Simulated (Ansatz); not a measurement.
**MoS2 (P6_3/mmc): band gap by G0W0 on HSE06**

Wanted: the gap of MoS2 (P6_3/mmc) with a many-body correction, and the time that it takes.

Program: Ansatz 0.2.0. Level of theory: HSE06, then G0W0 on it, plane waves, PAW. Results are calculated unless marked as measured.

The database entry behind the starting cell differs from later determinations by our own check (about 0.3 % long), so it need not match the best structure at ambient conditions.

### Step 1. Set-up

The structure is hexagonal, space group P6_3/mmc (No. 194). Conventional cell: a = 3.169 Å, b = 3.169 Å, c = 12.324 Å, α = 90.00°, β = 90.00°, γ = 120.00°. Nearest to Mo lie 6 S at 2.41 Å. Nearest to S lie 3 Mo at 2.41 Å. Farther neighbours and most contacts between anions are not listed.

The cell and positions come from the Crystallography Open Database and are kept as given unless a step says otherwise. The default PAW set here is soft_2. Its files were made with PBE.

### Step 2. The starting point: HSE06

HSE06 mixes in a quarter of exact exchange at short range.

This step: DFT, HSE06, plane waves, PAW.

File input.yaml:

```yaml
crystal:
  lattice:
    - [3.169, 0.0, 0.0]
    - [-1.5845, 2.7444345046, 0.0]
    - [0.0, 0.0, 12.324]
  atoms:
    - { symbol: Mo, position: [0.3333333333, 0.6666666667, 0.25] }
    - { symbol: Mo, position: [0.6666666667, 0.3333333333, 0.75] }
    - { symbol: S, position: [0.3333333333, 0.6666666667, 0.623] }
    - { symbol: S, position: [0.6666666667, 0.3333333333, 0.123] }
    - { symbol: S, position: [0.3333333333, 0.6666666667, 0.877] }
    - { symbol: S, position: [0.6666666667, 0.3333333333, 0.377] }
kpoints:
  mp_grid: { grid: [6, 6, 2] }
  band_path:
    path:
      - [0.0, 0.0, 0.0]
      - [0.5, 0.0, 0.0]
      - [0.33333333, 0.33333333, 0.0]
      - [0.0, 0.0, 0.5]
      - [0.5, 0.0, 0.5]
      - [0.33333333, 0.33333333, 0.5]
      - [0.1666666667, 0.1666666667, 0.0]
    npoints: 1
hamiltonian:
  xc: hse06
scf:
  occupations: { method: fixed }
  n_extra_bands: 6
output:
  eigenvalues: true
```

Launch:

```
$ ansatz run input.yaml --threads 3 --pin off --max-ram 64512MiB --backend cuda --events-out ev --progress --plain --runs-dir out --devices 1 --max-vram 24GiB  # rebuilt from the run's record
```

Numbers of over 12 decimals in the logs are rounded to 6 here.

Log:

```text
scf.n_extra_bands = 6 over 26 filled bands (N_el = 52.0): the run solves 32 bands
GPUs: using 1 of 1 available (devices: 1).
Engine: ansatz 0.2.0, x86_64-unknown-linux-gnu
Pseudopotentials: kind: paw
Pseudopotential: Mo, paw, valence charge 14, recommended cutoff 420 eV (normal), Mo.paw.azcp
Pseudopotential: S, paw, valence charge 6, recommended cutoff 420 eV (normal), S.paw.azcp
Functional definition: HSE06
  parameter a = 0.25
  parameter omega = 0.11/bohr
  exchange = pbe_x - a*pbe_x_sr(omega) + a*exact_x_sr(omega)
  correlation = pbe_c
davidson cushion auto → on  (no smearing: the cushion is to keep the highest requested band from converging to the state above it; pin scf.eigensolver.cushion to override)
device memory: the entry about to start is reckoned to put 1.1 GiB on a device that reports 69.5 GiB free (of which the cap on the GPU budget leaves the run 24.0 GiB)
GPU FFT provider: cuFFT
GPU libraries: cuBLAS 13.8.2, cuFFT 12.4.0, cuSOLVER 12.3.4
Crystal: 6 atoms, lattice volume = 107.183 Å³
Basis set: ecut = 420 eV, 2081 PW (Γ)
Bands: 32, of which v1, the nominal top of the filled ones, is band 26 counted from 1 (25 counted from 0)
Symmetry: 24 space group operations
Space group: P63/mmc (ITA 194), of the structure as read, at distance tolerance 4.8e-5 Å
k-points: 14 of 72
Non-local potential: Mo, projectors of the file, l = 0: 3, l = 1: 2, l = 2: 2, l = 3: 1
Non-local potential: S, projectors of the file, l = 0: 2, l = 1: 2, l = 2: 2
PAW form: soft (Blöchl's): semilocal exchange-correlation on the pseudo side does not see the compensation charge
PAW frozen core: Mo, regenerated for the run's functional, and the local potential with it (the file was generated under x = pbe(κ = 0.804, μ = 0.219515), c = pbe(β = 0.066725))
PAW frozen core: S, regenerated for the run's functional, and the local potential with it (the file was generated under x = pbe(κ = 0.804, μ = 0.219515), c = pbe(β = 0.066725))
PAW one-centre angular grid: Mo, 590 points (default); XC on 64 Gauss nodes
PAW one-centre angular grid: S, 110 points (default); XC on 64 Gauss nodes
Initial density: superposition of atomic densities (neutral atoms: chi_scale 0, normalization atom), corrected by the library's trained network
Initial wavefunctions: pseudopotential atomic-orbital guess
GPU buffer pool allocated for 51840 grid points (all kernels)
GPU transforms: local potential and band sums: pruned to the plane-wave sphere, on 24×24×90
Functional: x = pbe(κ = 0.804, μ = 0.219515), c = pbe(β = 0.066725), warm-up for x = pbe(κ = 0.804, μ = 0.219515) + 0.25 (exact − pbe) at short range (hse, ω = 0.207870 Å⁻¹), c = pbe(β = 0.066725); HSE06 as pw.x's `hse` composes it (authors' and Libxc's form: `xc: wpbeh`)
SCF iter   1: F=—  HF=-13525.523161 eV  |F-HF|=—  |Δ(HF+E_count)|=         —  Δρ=5.56e-3  dr2=8.15e-3  ethr=1.77e-3  ⟨swp⟩=5.7  Hψ=1935  notcnv=0
preconditioner: auto → none  [insulator: Δε(μ)=0.885 eV  Ē_g=7.757 eV  n_scr=26 (ndim 8)  ℏωp=21.5 eV  f_vac=0.016]
SCF iter   2: F=—  HF=-13525.533982 eV  |F-HF|=—  |Δ(HF+E_count)|=   1.08e-2  Δρ=3.09e-3  dr2=7.06e-3  ethr=1.57e-5  ⟨swp⟩=4.1  Hψ=1470  notcnv=0
SCF iter   3: F=—  HF=-13525.540346 eV  |F-HF|=—  |Δ(HF+E_count)|=   6.36e-3  Δρ=3.27e-3  dr2=3.06e-2  ethr=1.36e-5  ⟨swp⟩=4.0  Hψ=1322  notcnv=0  recentre
iter 4 solved again at ethr=6.31e-7 eV; its pass at ethr=1.36e-5 eV (dr2=3.28e-4 eV) is discarded
SCF iter   4: F=—  HF=-13525.536469 eV  |F-HF|=—  |Δ(HF+E_count)|=   3.88e-3  Δρ=1.21e-3  dr2=3.29e-4  ethr=6.31e-7  ⟨swp⟩=3.1  Hψ=2212  notcnv=0  defer=1
SCF iter   5: F=-13525.537263 eV  HF=-13525.537261 eV  |F-HF|=1.35e-6  |Δ(HF+E_count)|=   7.92e-4  Δρ=8.84e-5  dr2=4.74e-6  ethr=6.31e-7  ⟨swp⟩=3.1  Hψ=1289  notcnv=0  defer=1
SCF 1 stopped early in 5 iterations: F = -13525.537263 eV  dr2 = 4.74e-6
  greatest PAW one-centre occupation: 0.998 electrons in one spin orbital (limit 2), on the Mo atom at site 1 (counted from 0), in its partial waves of l = 0
device memory: the entry about to start is reckoned to put 1.7 GiB (of the 1.8 GiB reckoned in all, the device holds 0.1 GiB already) on a device that reports 69.3 GiB free (of which the cap on the GPU budget leaves the run 23.9 GiB)
GPU FFT provider: cuFFT
GPU libraries: cuBLAS 13.8.2, cuFFT 12.4.0, cuSOLVER 12.3.4
Initial density: handed on by an earlier stage of this run
Initial wavefunctions: those handed on with the density
GPU buffer pool allocated for 51840 grid points (all kernels)
GPU transforms: local potential and band sums: pruned to the plane-wave sphere, on 24×24×90
Functional: x = pbe(κ = 0.804, μ = 0.219515) + 0.25 (exact − pbe) at short range (hse, ω = 0.207870 Å⁻¹), c = pbe(β = 0.066725); HSE06 as pw.x's `hse` composes it (authors' and Libxc's form: `xc: wpbeh`)
Exchange kernel: α = 0.2500, screened, ω = 0.2079 Å⁻¹, Wigner–Seitz truncation, v(0) = 1044.3486 eV·Å³, q-mesh 6×6×2, nearest image of the exchange supercell L = 19.01 Å, pair-density grid 15×15×54, without the augmentation charges, whose exchange is taken in its separable form by FFT convolution over the k-point mesh (sized by the pseudopotential files, 20×20×90 at the most), smooth part of the exact exchange by density-matrix convolution in up to 3.02 GiB of GPU memory as planned if the GPU has room (build and FFT work areas not counted)
Frozen-core exchange: fock
SCF iter   1: F=—  HF=-13531.606652 eV  |F-HF|=—  |Δ(HF+E_count)|=         —  Δρ=1.14e-2  dr2=2.79e-1  ethr=9.11e-8  ⟨swp⟩=7.6  Hψ=2684  notcnv=0
preconditioner: auto → none  [insulator: Δε(μ)=1.389 eV  Ē_g=9.213 eV  n_scr=26 (ndim 8)  ℏωp=21.5 eV  f_vac=0.015]
SCF iter   2: F=—  HF=-13531.661526 eV  |F-HF|=—  |Δ(HF+E_count)|=   5.49e-2  Δρ=1.39e-2  dr2=6.86e-1  ethr=9.11e-8  ⟨swp⟩=7.1  Hψ=2612  notcnv=0  recentre
SCF iter   3: F=—  HF=-13531.553464 eV  |F-HF|=—  |Δ(HF+E_count)|=   1.08e-1  Δρ=3.59e-3  dr2=1.97e-2  ethr=9.11e-8  ⟨swp⟩=6.9  Hψ=2446  notcnv=0
SCF iter   4: F=—  HF=-13531.565941 eV  |F-HF|=—  |Δ(HF+E_count)|=   1.25e-2  Δρ=1.93e-3  dr2=5.58e-3  ethr=9.11e-8  ⟨swp⟩=5.0  Hψ=1969  notcnv=0
SCF iter   5: F=—  HF=-13531.564754 eV  |F-HF|=—  |Δ(HF+E_count)|=   1.19e-3  Δρ=5.22e-4  dr2=2.27e-4  ethr=9.11e-8  ⟨swp⟩=4.9  Hψ=1741  notcnv=0
SCF iter   6: F=—  HF=-13531.565517 eV  |F-HF|=—  |Δ(HF+E_count)|=   7.63e-4  Δρ=3.16e-4  dr2=2.66e-4  ethr=9.11e-8  ⟨swp⟩=4.0  Hψ=1536  notcnv=0
SCF iter   7: F=-13531.565468 eV  HF=-13531.565468 eV  |F-HF|=1.03e-7  |Δ(HF+E_count)|=   4.86e-5  Δρ=2.64e-5  dr2=6.67e-6  ethr=9.11e-8  ⟨swp⟩=4.0  Hψ=1263  notcnv=0
SCF 2 stopped early in 7 iterations: F = -13531.565468 eV  dr2 = 6.67e-6
  greatest PAW one-centre occupation: 0.998 electrons in one spin orbital (limit 2), on the Mo atom at site 0 (counted from 0), in its partial waves of l = 0
hybrid outer 1: dexx = +2.094e-2 eV, tail = 2.76e-5 eV
GPU FFT provider: cuFFT
GPU libraries: cuBLAS 13.8.2, cuFFT 12.4.0, cuSOLVER 12.3.4
GPU buffer pool allocated for 51840 grid points (all kernels)
GPU transforms: local potential and band sums: pruned to the plane-wave sphere, on 24×24×90
Exchange kernel: α = 0.2500, screened, ω = 0.2079 Å⁻¹, Wigner–Seitz truncation, v(0) = 1044.3486 eV·Å³, q-mesh 6×6×2, nearest image of the exchange supercell L = 19.01 Å, pair-density grid 15×15×54, without the augmentation charges, whose exchange is taken in its separable form by FFT convolution over the k-point mesh (sized by the pseudopotential files, 20×20×90 at the most), smooth part of the exact exchange by density-matrix convolution in up to 3.02 GiB of GPU memory as planned if the GPU has room (build and FFT work areas not counted)
Frozen-core exchange: fock
SCF iter   1: F=—  HF=-13531.565459 eV  |F-HF|=—  |Δ(HF+E_count)|=         —  Δρ=5.77e-5  dr2=1.43e-6  ethr=2.65e-7  ⟨swp⟩=3.0  Hψ=1121  notcnv=0
preconditioner: auto → none  [insulator: Δε(μ)=1.444 eV  Ē_g=9.104 eV  n_scr=26 (ndim 8)  ℏωp=21.5 eV  f_vac=0.015]
iter 2 solved again at ethr=1.32e-10 eV; its pass at ethr=2.35e-9 eV (dr2=6.86e-8 eV) is discarded
SCF iter   2: F=—  HF=-13531.565459 eV  |F-HF|=—  |Δ(HF+E_count)|=   2.78e-7  Δρ=1.84e-5  dr2=2.78e-7  ethr=1.32e-10  ⟨swp⟩=2.3  Hψ=2242  notcnv=0
SCF iter   3: F=—  HF=-13531.565461 eV  |F-HF|=—  |Δ(HF+E_count)|=   2.17e-6  Δρ=1.14e-5  dr2=1.11e-7  ethr=1.30e-10  ⟨swp⟩=4.3  Hψ=1547  notcnv=0
SCF iter   4: F=-13531.565461 eV  HF=-13531.565461 eV  |F-HF|=2.35e-10  |Δ(HF+E_count)|=   2.73e-8  Δρ=1.23e-6  dr2=3.86e-8  ethr=1.30e-10  ⟨swp⟩=3.0  Hψ=1109  notcnv=0
SCF 3 converged in 4 iterations: F = -13531.565461 eV  dr2 = 3.86e-8
hybrid outer 2: dexx = +3.084e-6 eV, tail = 9.32e-8 eV, Δε = 1.81e-3 eV (about 9.55e-5 eV left of the loop's levels)
device memory: the entry about to start is reckoned to put 0.7 GiB on a device that reports 72.3 GiB free (of which the cap on the GPU budget leaves the run 24.0 GiB)
NSCF: frozen V_eff on 7 k-points
hybrid SCF converged: 2 outer / 11 inner (+5 warm-up), last move |dexx| = 3.08e-6 eV, tail = 9.32e-8 eV
Stability not checked: this state was not tested for a lower state beside it, because the functional holds exact exchange (a hybrid, or Hartree-Fock), whose exchange loop this test does not read (fock_operator; see scf.lower_state_search)
Free energy (F): -13531.565462 eV
Frozen-core exchange: fock
Harris-Foulkes:  -13531.565462 eV  (|F-HF|=2.35e-10)
Internal energy: -13531.565462 eV  (E = F + TS)
E sigma→0 (E₀):  -13531.565462 eV
Fermi energy:    10.522562 eV
--- Per-component energies (eV) ---
  E_band       = -403.129273
  E_kinetic    = 1307.372799
  E_local      = -3905.419470  (includes V_loc(G=0)·N_el)
  E_nonlocal   = 393.997864
  E_hartree    = 1498.472392
  E_xc         = -607.032800
  E_vxc        = -646.391189  (∫ρ·V_xc dr)
  E_exx        = -128.769997  (= α·E_x^exact, valence–valence)
  E_paw        = -8827.718003  (= ΣΔE_a)
  E_vpaw       = -292.095477  (= ΣTr[D̂ρ^β])
  E_aug_tail   = 0.000084  (compensation charges beyond the density's cutoff)
  E_ewald      = -3261.216446
  E_core_change = -1.251883  (= ΣΔE_core)
  E_smearing   = -0.000000  (= −TS)
  E_closure    = -0.000000  (closes the sum)
  Σ components = -13531.565462   (vs F -13531.565462, Δ=3.64e-12)
--- Band table (eV; the first three rows and the last of 14) ---
  k-point 0: bands = [... 22 lower, 8.1940, 9.1050, 9.2723, 10.5226, 13.3442, 13.3442, 13.3757, 13.3757, ... 2 higher]
  k-point 1: bands = [... 22 lower, 8.1667, 8.1667, 10.2136, 10.2136, 13.3482, 13.3482, 13.3482, 13.3482, ... 2 higher]
  k-point 2: bands = [... 22 lower, 8.2016, 9.1362, 9.2062, 9.6785, 12.6441, 13.0246, 13.1090, 13.2419, ... 2 higher]
  k-point 13: bands = [... 22 lower, 7.2389, 7.2389, 9.8266, 9.8266, 12.0384, 12.0384, 13.5906, 13.5906, ... 2 higher]
```

It took 31 s on 1 × NVIDIA H100 80GB HBM3 (shared by 3 runs) with 3 threads of AMD EPYC 7R13 (Zen 3), shared host; peak memory 1.3 GiB.

Numbers from this step:

| Item | Value |
| --- | --- |
| gap | 1.444 eV |
| valence top at | Γ |
| conduction bottom at | k = (0.167, 0.167, 0.000) |
| least direct gap | 2.116 eV |
| exact-exchange fraction | 0.25 |

Over mesh and listed points the gap is 1.444 eV, from k = Γ to k = (0.167, 0.167, 0.000). The least direct gap found is 2.116 eV, at k = (0.333, 0.333, 0.000).

(Continued in part 2 of 2.)

[Paths, hosts, dates, memory and timing lines, banners, echoed tables and standing remarks are left out of the program output.]

[Logs are printed without paths, hosts, clocks, repeated set-up lines and the standing remarks that a program may print on its own settings, such as how far it seeks lower states.]

[Runs of the session that timed out or met a known fault of the program may be left out.]

[Cells called generated may have been cut or substituted from an entry of the Crystallography Open Database or the Materials Project.]

[Hosts, paths, dates, database ids (printed as entryN), source tags and the programs' standing remarks are cut or masked in the printed files.]

[Where an RPA ε∞ is given, it is that of the G0W0 mesh and is not shown converged in it. Names of k-points follow the symmetry that the program found, which can be lower than the space group named. Band edges on a path are those of the sampled points; other points can move an edge, and change direct to indirect where valleys lie close.]

[Hybrid gaps are those of their k-mesh and are not shown converged in it.]
